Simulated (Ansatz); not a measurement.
Rows from a G0W0 calculation on KMgF3 (Pm-3m) (Ansatz 0.2.0; G0W0 on PBEsol, plane waves, PAW; PAW set soft_1; 4×4×4 mesh, 189 empty bands, screening to 120 eV, PAW set soft_1 files), in eV. Spin-orbit coupling is left out.

| row | k | band | start | Σx | Σc at the solution | Vxc |
| --- | --- | --- | --- | --- | --- | --- |
| A | Γ | c1 | 9.862 | -7.272 | -3.339 | -12.164 |
| B | (-0.500, -0.500, -0.500) | c1 | 13.038 | -6.221 | -3.628 | -12.051 |
| C | (-0.500, -0.500, -0.500) | v1 | 2.716 | -31.993 | 5.511 | -24.006 |
| D | Γ | c2 | 12.673 | -4.975 | -3.512 | -10.565 |
| E | Γ | v1 | 2.393 | -31.738 | 5.389 | -23.864 |

Give the quasiparticle energies and the shift of each level.

The quasiparticle equation reads E = start + Σx + Σc(E) − Vxc.

| row | E (eV) | shift (eV) |
| --- | --- | --- |
| A | 11.415 | +1.553 |
| B | 15.240 | +2.202 |
| C | 0.240 | −2.476 |
| D | 14.750 | +2.078 |
| E | -0.093 | −2.486 |

Limits: not at the basis limit; coarse k mesh.

[Runs of the session that timed out or met a known fault of the program may be left out.]

[Cells called generated may have been cut or substituted from an entry of the Crystallography Open Database or the Materials Project.]

[Hosts, paths, dates, database ids (printed as entryN), source tags and the programs' standing remarks are cut or masked in the printed files.]
